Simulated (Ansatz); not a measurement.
# SnO (model cell, started as zinc blende): a soft mode frozen in, part 2 of 3

Aim: this structure of SnO (model cell, started as zinc blende) is to be tested for unstable modes, and one is followed downhill.

Ansatz 0.2.0; DFT LDA, scalar-relativistic, plane waves, PAW.

So far, highest frequency on path, mesh or solved points (cm⁻¹): step 2 (response at finite wavevector) 218. Also lowest frequency on the path (cm⁻¹): step 2 -264.

The structure was built from a prototype and need not be the compound's stable phase.

### 4. The mode frozen in, largest atomic shift 0.32 Å

The atoms are moved along the unstable eigenvector, the largest shift by 0.32 Å, with the cell fixed.

Contents of input.yaml:

```yaml
crystal:
  lattice:
    - [0.0, 0.0, -5.3229920242]
    - [5.3229920242, 0.0, 0.0]
    - [2.6614960121, -5.3229920242, -2.6614960121]
  atoms:
    - { symbol: Sn, position: [0.7483184206, 0.2483184206, 0.5033631588] }
    - { symbol: Sn, position: [0.2516815794, 0.7516815794, 0.4966368412] }
    - { symbol: Sn, position: [0.5, 0.5, 0.0] }
    - { symbol: Sn, position: [0.0, 0.0, 0.0] }
    - { symbol: O, position: [0.6675088313, 0.5824911687, 0.25] }
    - { symbol: O, position: [0.0824911687, 0.1675088313, 0.25] }
    - { symbol: O, position: [0.3324911687, 0.8324911687, 0.75] }
    - { symbol: O, position: [0.9175088313, 0.4175088313, 0.75] }
kpoints:
  mp_grid: { grid: [8, 8, 8] }
hamiltonian:
  xc: lda
scf:
  occupations: { method: methfessel_paxton, width: 0.15 }
output:
  forces: true
  stress: true
  eigenvalues: true
```

Launch:

```
$ ansatz run input.yaml --threads 4 --pin off --max-ram 7168MiB --backend cpu --events-out ev --progress --plain --runs-dir out
```

Log:

```text
[...]
Crystal: 8 atoms, lattice volume = 150.823 Å³
Basis set: ecut = 420 eV, 2913 PW (Γ)
Bands: 48, of which v1, the nominal top of the filled ones, is band 40 counted from 1 (39 counted from 0)
Symmetry: 8 space group operations
[...]
k-points: 59 of 512 (time reversal used)
[...]
k-point 0: bands = [... 36 lower, 5.3109, 7.5537, 8.7835, 8.8637, 9.5652, 10.0089, 10.0089, 11.4751, ... 4 higher]
  k-point 1: bands = [... 36 lower, 5.3762, 7.5745, 8.5783, 8.7617, 9.6179, 9.6179, 9.7997, 11.8727, ... 4 higher]
  k-point 2: bands = [... 36 lower, 5.7025, 7.5460, 8.1522, 8.7065, 8.9984, 8.9984, 10.1847, 12.4690, ... 4 higher]
  k-point 58: bands = [... 36 lower, 6.7574, 7.0319, 7.0319, 7.1351, 10.1689, 10.5659, 10.5659, 10.9767, ... 4 higher]
[key lines of the parts left out:]
SCF converged after 9 iterations
Free energy (F): -25735.704895 eV
Fermi energy:    8.733642 eV
P = ⅓ Tr σ = 0.7035 GPa (7.035 kbar)
```

Run time: 9.9 s. Hardware: 4 threads of Arm Neoverse V2, shared host; peak memory 0.59 GiB; 39 s of CPU time.

This step gave:

| Item | Value |
| --- | --- |
| pressure | 0.7035 GPa |
| energy from the undistorted cell | -42.05 meV/atom |

The energy, extrapolated to zero smearing, is -42.05 meV/atom against the undistorted cell.

The run ends at a pressure of 0.70 GPa, with forces up to 0.88 eV/Å.

### 5. Energy along the mode, all amplitudes (two of the runs are shown above)

An imaginary frequency means negative curvature, so the energy should fall and then rise again as anharmonic terms take over.

This step gave:

- depth at the lowest point sampled: 42.05 meV/atom
- largest atomic shift at that point: 0.32 Å

Energy from the parent against largest atomic shift:

```
largest atomic shift (Å)  energy from the parent (meV/atom)
                   0.000                                  0
                   0.040                              -1.48
                   0.080                              -5.76
                   0.140                              -15.9
                   0.220                              -31.2
                   0.320                              -42.1
                   0.450                              -16.5
                   0.600                                118
```

Displacement at unit largest shift by atom:

| atom | x (Å) | y (Å) | z (Å) | size |
| --- | --- | --- | --- | --- |
| Sn1 | 0.000 | -0.056 | 0.000 | 0.056 |
| Sn2 | 0.000 | 0.056 | 0.000 | 0.056 |
| Sn3 | 0.000 | 0.000 | 0.000 | 0.000 |
| Sn4 | 0.000 | 0.000 | 0.000 | 0.000 |
| O5 | -0.707 | 0.000 | -0.707 | 1.000 |
| O6 | 0.707 | 0.000 | 0.707 | 1.000 |
| O7 | -0.707 | 0.000 | 0.707 | 1.000 |
| O8 | 0.707 | 0.000 | -0.707 | 1.000 |

The lowest step is at 0.32 Å, 42.1 meV/atom below the parent, and the energy rises beyond it.

### 6. Relaxing from the distorted cell

Starting from the lowest point found, all atoms and the cell are let go, so that strain and other modes of the same symmetry can join in.

input.yaml: that of step 4 with these lines changed.

```diff
@@ -24 +24,6 @@
   eigenvalues: true
+relax:
+  adjacent_minimum: "off"
+  f_tol: 0.002
+  max_steps: 120
+  cell: { stress_tol: 0.03 }
```

Log:

```text
[...]
Crystal: 8 atoms, lattice volume = 150.823 Å³
Basis set: ecut = 420 eV, 2913 PW (Γ)
Bands: 48, of which v1, the nominal top of the filled ones, is band 40 counted from 1 (39 counted from 0)
Symmetry: 8 space group operations
[...]
k-points: 59 of 512 (time reversal used)
[...]
SCF iter   1: F=—  HF=-25735.817254 eV  |F-HF|=—  |Δ(HF+E_count)|=         —  Δρ=1.90e-2  dr2=5.49e-1  ethr=1.77e-3  ⟨swp⟩=6.1  Hψ=10870  notcnv=0
[...]
SCF iter   9: F=-25735.704895 eV  HF=-25735.704895 eV  |F-HF|=9.36e-9  |Δ(HF+E_count)|=   1.24e-8  S|Δr|=    0.00e0  Δρ=2.28e-6  dr2=1.68e-8  ethr=1.25e-10  ⟨swp⟩=10.7  Hψ=11304  notcnv=0
SCF 1 converged in 9 iterations: F = -25735.704895 eV  dr2 = 1.68e-8
[...]
relax step   1: F+E_penalty+E_count = -25735.70489490 eV  Δ(F+E_penalty+E_count) = +0.000e0 eV  max|allowed force component| = 8.791e-1 eV/Å  Δτ_max = 0.0000 Å  P = +0.703 GPa  Ω = 150.823 Å³  (9 SCF iters, dr2 threshold 1.00e-7 eV, accepted)
Crystal: 8 atoms, lattice volume = 147.557 Å³
Basis set: ecut = 420 eV, 2897 PW (Γ)
[...]
SCF iter   8: F=-25736.108828 eV  HF=-25736.108828 eV  |F-HF|=2.26e-8  |Δ(HF+E_count)|=   4.43e-7  S|Δr|=    0.00e0  Δρ=1.08e-5  dr2=2.69e-7  ethr=1.00e-9  ⟨swp⟩=7.3  Hψ=12515  notcnv=0
SCF 2 converged in 8 iterations: F = -25736.108828 eV  dr2 = 2.69e-7
relax step   2: F+E_penalty+E_count = -25736.10882798 eV  Δ(F+E_penalty+E_count) = -4.039e-1 eV  max|allowed force component| = 4.586e-1 eV/Å  Δτ_max = 0.1964 Å  P = -1.404 GPa  Ω = 147.557 Å³  energy of the carried Pulay correction = +1.033e-2 eV  (8 SCF iters, dr2 threshold 8.00e-7 eV, accepted)
Crystal: 8 atoms, lattice volume = 141.981 Å³
Basis set: ecut = 420 eV, 2785 PW (Γ)
[...]
SCF iter   8: F=-25736.481327 eV  HF=-25736.481327 eV  |F-HF|=2.93e-8  |Δ(HF+E_count)|=   1.75e-7  S|Δr|=    0.00e0  Δρ=7.94e-6  dr2=1.31e-7  ethr=1.00e-9  ⟨swp⟩=7.4  Hψ=11487  notcnv=0
SCF 3 converged in 8 iterations: F = -25736.481327 eV  dr2 = 1.31e-7
[...]
relax step   3: F+E_penalty+E_count = -25736.48132741 eV  Δ(F+E_penalty+E_count) = -3.725e-1 eV  max|allowed force component| = 4.505e-1 eV/Å  Δτ_max = 0.1956 Å  P = -2.163 GPa  Ω = 141.981 Å³  energy of the carried Pulay correction = +2.849e-2 eV  (8 SCF iters, dr2 threshold 8.00e-7 eV, accepted)
[... from here on, the SCF cycles and remarks between the steps are left out ...]
relax step   4: F+E_penalty+E_count = -25736.58526109 eV  Δ(F+E_penalty+E_count) = -1.039e-1 eV  max|allowed force component| = 5.916e-1 eV/Å  Δτ_max = 0.1925 Å  P = +0.151 GPa  Ω = 133.841 Å³  energy of the carried Pulay correction = +5.628e-2 eV  (8 SCF iters, dr2 threshold 8.00e-7 eV, accepted)
relax step   5: F+E_penalty+E_count = -25736.66705819 eV  Δ(F+E_penalty+E_count) = -8.180e-2 eV  max|allowed force component| = 1.593e-1 eV/Å  Δτ_max = 0.0944 Å  P = +0.537 GPa  Ω = 135.493 Å³  energy of the carried Pulay correction = +5.051e-2 eV  (6 SCF iters, dr2 threshold 8.00e-7 eV, accepted)
relax step   6: F+E_penalty+E_count = -25736.66457209 eV  Δ(F+E_penalty+E_count) = +2.486e-3 eV  max|allowed force component| = 3.954e-2 eV/Å  Δτ_max = 0.0161 Å  P = -0.477 GPa  Ω = 136.472 Å³  energy of the carried Pulay correction = +4.712e-2 eV  (5 SCF iters, dr2 threshold 8.00e-7 eV, accepted)
relax step   7: F+E_penalty+E_count = -25736.66885331 eV  Δ(F+E_penalty+E_count) = -4.281e-3 eV  max|allowed force component| = 8.059e-4 eV/Å  Δτ_max = 0.0127 Å  P = -0.000 GPa  Ω = 135.846 Å³  energy of the carried Pulay correction = +4.928e-2 eV  (4 SCF iters, dr2 threshold 7.90e-7 eV, accepted)
relax step   8: F+E_penalty+E_count = -25736.64194890 eV  Δ(F+E_penalty+E_count) = +2.690e-2 eV  max|allowed force component| = 4.190e-3 eV/Å  Δτ_max = 0.0000 Å  P = -0.314 GPa  Ω = 135.846 Å³  stress off target by 4.50e-1 GPa  SCF on the basis re-selected at this cell (its energy is not comparable with the rows above)  (7 SCF iters)
relax step   9: F+E_penalty+E_count = -25736.64431380 eV  Δ(F+E_penalty+E_count) = -2.365e-3 eV  max|allowed force component| = 7.767e-3 eV/Å  Δτ_max = 0.0042 Å  P = -0.006 GPa  Ω = 135.350 Å³  energy of the carried Pulay correction = +1.629e-3 eV  (4 SCF iters, dr2 threshold 5.06e-7 eV, accepted)
relax step  10: F+E_penalty+E_count = -25736.64436882 eV  Δ(F+E_penalty+E_count) = -5.502e-5 eV  max|allowed force component| = 5.489e-4 eV/Å  Δτ_max = 0.0008 Å  P = +0.002 GPa  Ω = 135.340 Å³  energy of the carried Pulay correction = +1.671e-3 eV  (5 SCF iters, dr2 threshold 3.77e-9 eV, accepted)
[...]
SCF iter   6: F=-25736.642638 eV  HF=-25736.642638 eV  |F-HF|=7.28e-12  |Δ(HF+E_count)|=  1.09e-11  S|Δr|=    0.00e0  Δρ=6.29e-8  dr2=6.57e-12  ethr=1.00e-12  ⟨swp⟩=7.7  Hψ=13019  notcnv=0
SCF 11 converged in 6 iterations: F = -25736.642638 eV  dr2 = 6.57e-12
relax step  11: F+E_penalty+E_count = -25736.64263766 eV  Δ(F+E_penalty+E_count) = +1.731e-3 eV  max|allowed force component| = 4.656e-4 eV/Å  Δτ_max = 0.0000 Å  P = -0.009 GPa  Ω = 135.340 Å³  stress off target by 2.65e-2 GPa  SCF on the basis re-selected at this cell (its energy is not comparable with the rows above)  (6 SCF iters)
[...]
SCF converged after 6 iterations
[...]
Free energy (F): -25736.642638 eV
[...]
Internal energy: -25736.643612 eV  (E = F + TS)
E sigma→0 (E₀):  -25736.642881 eV
Entropy (-TS):   0.000975 eV (0.122 meV/atom)
Fermi energy:    9.683413 eV
[...]
--- Forces (eV/Å), atoms counted from 1 ---
  atom   1  Sn     0.00000000     0.00023783     0.00000000
  atom   2  Sn     0.00000000    -0.00023783     0.00000000
  atom   3  Sn    -0.00000000    -0.00000000    -0.00000000
  atom   4  Sn     0.00000000     0.00000000     0.00000000
  atom   5  O      0.00046561     0.00016058     0.00046561
  atom   6  O     -0.00046561     0.00016058    -0.00046561
  atom   7  O      0.00046561    -0.00016058    -0.00046561
  atom   8  O     -0.00046561    -0.00016058     0.00046561
  max |Σ_I F_I| component: 9.97e-18 eV/Å
--- Stress (GPa, compression-positive) ---
       -0.000397      -0.000000      -0.000000
       -0.000000      -0.026481       0.000000
       -0.000000       0.000000      -0.000397
  P = ⅓ Tr σ = -0.0091 GPa (-0.091 kbar)
--- Band table (eV; the first three rows and the last of 59) ---
  k-point 0: bands = [... 36 lower, 6.7026, 9.1169, 9.3562, 9.8438, 10.9439, 10.9439, 12.9267, 13.6534, ... 4 higher]
  k-point 1: bands = [... 36 lower, 6.6479, 9.0408, 9.3110, 9.8073, 10.5544, 10.5544, 12.7791, 13.8512, ... 4 higher]
  k-point 2: bands = [... 36 lower, 6.9223, 8.8221, 9.1871, 9.6677, 9.8151, 9.8151, 12.6036, 14.1809, ... 4 higher]
  k-point 58: bands = [... 36 lower, 7.0046, 8.1130, 8.1130, 8.9545, 11.8272, 12.0306, 12.0306, 12.6202, ... 4 higher]
--- Relaxed structure (9 steps of the walk, 9 accepted, 2 SCFs on fresh bases) ---
  F+E_penalty+E_count = -25736.64263766 eV   max|allowed force component| = 4.656e-4 eV/Å   (the final SCF, on the basis selected at the relaxed cell)
  cell:  # Å, volume = 135.3397 Å³
    - [0.0, 0, -5.265114]
    - [5.265114, 0, 0.0]
    - [2.632557, -4.882135, -2.632557]
  atoms:
    - { symbol: Sn, position: [0.700608, 0.200608, 0.598784] }
    - { symbol: Sn, position: [0.299392, 0.799392, 0.401216] }
    - { symbol: Sn, position: [0.500000, 0.500000, -5.703120e-19] }
    - { symbol: Sn, position: [0, 2.024098e-19, -5.703120e-19] }
    - { symbol: O, position: [0.649604, 0.541593, 0.308803] }
    - { symbol: O, position: [0.041593, 0.149604, 0.308803] }
    - { symbol: O, position: [0.350396, 0.850396, 0.691197] }
    - { symbol: O, position: [0.958407, 0.458407, 0.691197] }
```

Run time: 2 min. Hardware: 4 threads; peak memory 0.63 GiB.

The steps of the relaxation:

```
step  energy less that of the first step (eV)  largest force component (eV/Å)  pressure (GPa)  volume (Å³)
   1                                   0.0000                          0.8791            0.70       150.82
   2                                  -0.4039                          0.4586           -1.40       147.56
   3                                  -0.7764                          0.4505           -2.16       141.98
   4                                  -0.8804                          0.5916            0.15       133.84
   5                                  -0.9622                          0.1593            0.54       135.49
   6                                  -0.9597                          0.0395           -0.48       136.47
   7                                  -0.9640                          0.0008            0.00       135.85
  8*                                  -0.9371                          0.0042           -0.31       135.85
   9                                  -0.9394                          0.0078           -0.01       135.35
  10                                  -0.9395                          0.0005            0.00       135.34
 11*                                  -0.9377                          0.0005           -0.01       135.34
```

Relaxation steps marked * repeat the geometry before them on a plane-wave basis chosen anew for their cell, so energy and pressure can jump there.

The run keeps the 8 symmetry operations that the program found, so distortions that break them were not tested.

```csv
"conventional cell, symmetrised",before,after,change
a (Å),5.323,5.265,-1.1 %
b (Å),5.323,5.265,-1.1 %
c (Å),10.646,9.764,-8.3 %
volume (Å³/atom),18.85,16.92,-10.3 %
```

The atoms that moved most (Å, as changes of fractional coordinates times the final cell):

| atom | dx | dy | dz | length |
| --- | --- | --- | --- | --- |
| Sn2 | 0.000 | 0.466 | 0.000 | 0.466 |
| Sn1 | 0.000 | -0.466 | 0.000 | 0.466 |
| O7 | -0.061 | 0.287 | 0.061 | 0.300 |
| O8 | 0.061 | 0.287 | -0.061 | 0.300 |
| O5 | -0.061 | -0.287 | -0.061 | 0.300 |
| O6 | 0.061 | -0.287 | 0.061 | 0.300 |

This step gave:

* pressure: -0.009091 GPa
* volume per atom: 16.92 Å³

The distorted start has space group I-42m; the relaxation ends in I-42m.

### 7. The new phase in its own primitive cell

The relaxed structure is symmetrised, reduced to its primitive cell and relaxed tightly, as its phonons need.

Contents of input.yaml:

```yaml
crystal:
  lattice:
    - [-2.6325571154, 2.6325571154, 4.8821347257]
    - [2.6325571154, -2.6325571154, 4.8821347257]
    - [2.6325571154, 2.6325571154, -4.8821347257]
  atoms:
    - { symbol: Sn, position: [0.2993919855, 0.2993919855, 0.0] }
    - { symbol: Sn, position: [0.7006080145, 0.7006080145, 0.0] }
    - { symbol: Sn, position: [0.5, 0.0, 0.5] }
    - { symbol: Sn, position: [0.0, 0.5, 0.5] }
    - { symbol: O, position: [0.9584068272, 0.9584068272, 0.6080105036] }
    - { symbol: O, position: [0.3503963236, 0.3503963236, 0.3919894964] }
    - { symbol: O, position: [0.0415931728, 0.6496036764, 0.0] }
    - { symbol: O, position: [0.6496036764, 0.0415931728, 0.0] }
kpoints:
  mp_grid: { grid: [8, 8, 8] }
hamiltonian:
  xc: lda
scf:
  occupations: { method: methfessel_paxton, width: 0.15 }
output:
  forces: true
  stress: true
  eigenvalues: true
relax:
  adjacent_minimum: "off"
  f_tol: 0.001
  max_steps: 60
  cell: { stress_tol: 0.01 }
```

Log:

```text
[...]
Crystal: 8 atoms, lattice volume = 135.340 Å³
Basis set: ecut = 420 eV, 2649 PW (Γ)
Bands: 48, of which v1, the nominal top of the filled ones, is band 40 counted from 1 (39 counted from 0)
Symmetry: 8 space group operations
[...]
k-points: 59 of 512 (time reversal used)
[...]
- [2.632943, 2.632943, -4.880132]
  atoms:
    - { symbol: Sn, position: [0.299406, 0.299406, 0] }
    - { symbol: Sn, position: [0.700594, 0.700594, 0] }
    - { symbol: Sn, position: [0.500000, 0, 0.500000] }
    - { symbol: Sn, position: [0, 0.500000, 0.500000] }
    - { symbol: O, position: [0.958377, 0.958377, 0.607961] }
    - { symbol: O, position: [0.350416, 0.350416, 0.392039] }
    - { symbol: O, position: [0.041623, 0.649584, 0.0] }
    - { symbol: O, position: [0.649584, 0.041623, 0.0] }
[key lines of the parts left out:]
SCF converged after 6 iterations
Free energy (F): -25736.642627 eV
Fermi energy:    9.685200 eV
P = ⅓ Tr σ = 0.0054 GPa (0.054 kbar)
```

Run time: 38 s. Hardware: 4 threads; peak memory 0.62 GiB.

Little changed from the start: no atom moved by 0.005 Å and no cell edge by 0.1 %.

This step gave:

```yaml
pressure: 0.005425 GPa
```

The largest force component left is 0.70 meV/Å and the pressure is 0.005 GPa, within the tolerances set. The cell now holds 16.92 Å³/atom.

(Part 2 of 3 ends here.)

[Long decimals in the printed logs are rounded to 6 places.]

[Logs are printed without paths, hosts, clocks, repeated set-up lines and the standing remarks that a program may print on its own settings, such as how far it seeks lower states.]

[Hosts, paths, dates, database ids (printed as entryN), source tags and the programs' standing remarks are cut or masked in the printed files.]

[Where the starting crystal was built by hand or by swapping elements, it need not be the compound's stable phase.]
